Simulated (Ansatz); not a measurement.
# Direct or indirect: BP (F-43m)

```cif
data_structure
_symmetry_space_group_name_H-M 'P 1'
_symmetry_Int_Tables_number 1
_cell_length_a 3.2089
_cell_length_b 3.2089
_cell_length_c 3.2089
_cell_angle_alpha 60.000
_cell_angle_beta 60.000
_cell_angle_gamma 60.000
_cell_volume 23.36
loop_
_atom_site_label
_atom_site_type_symbol
_atom_site_fract_x
_atom_site_fract_y
_atom_site_fract_z
_atom_site_occupancy
P1 P 0.75000 0.75000 0.75000 1
B1 B 0.00000 0.00000 0.00000 1
```

Method: Ansatz, PBE, independent particles, without spin-orbit coupling, line width 0.15 eV (Gaussian). The band structure gives a fundamental gap of 1.24 eV. The spectrum of vertical transitions near the edge:

```
E (eV)  Im ε, E ∥ xyz
  0.78           0.00
  0.96           0.00
  1.14           0.00
  1.32           0.00
  1.50           0.00
  1.68           0.00
  1.86           0.00
  2.04           0.00
  2.22           0.00
  2.40           0.00
  2.58           0.00
  2.76           0.00
  2.94           0.00
  3.12           0.01
  3.30           0.26
  3.48           1.76
  3.66           3.30
  3.84           4.23
  4.02           5.00
  4.20           5.77
  4.38           6.63
  4.56           7.62
```

**Question.** Is the gap direct or indirect, and about where do vertical transitions set in?

**Answer.** Indirect, by the band path, whose least direct gap is 3.40 eV. The curves fit this: they stay near zero above 1.24 eV and rise only from about 3.4 eV, though a forbidden direct transition would look alike. Lines are broadened by 0.15 eV, which spreads the edge, and phonons, which would give weak absorption from the fundamental gap up, are left out.

[Logs are printed without paths, hosts, clocks, repeated set-up lines and the standing remarks that a program may print on its own settings, such as how far it seeks lower states.]
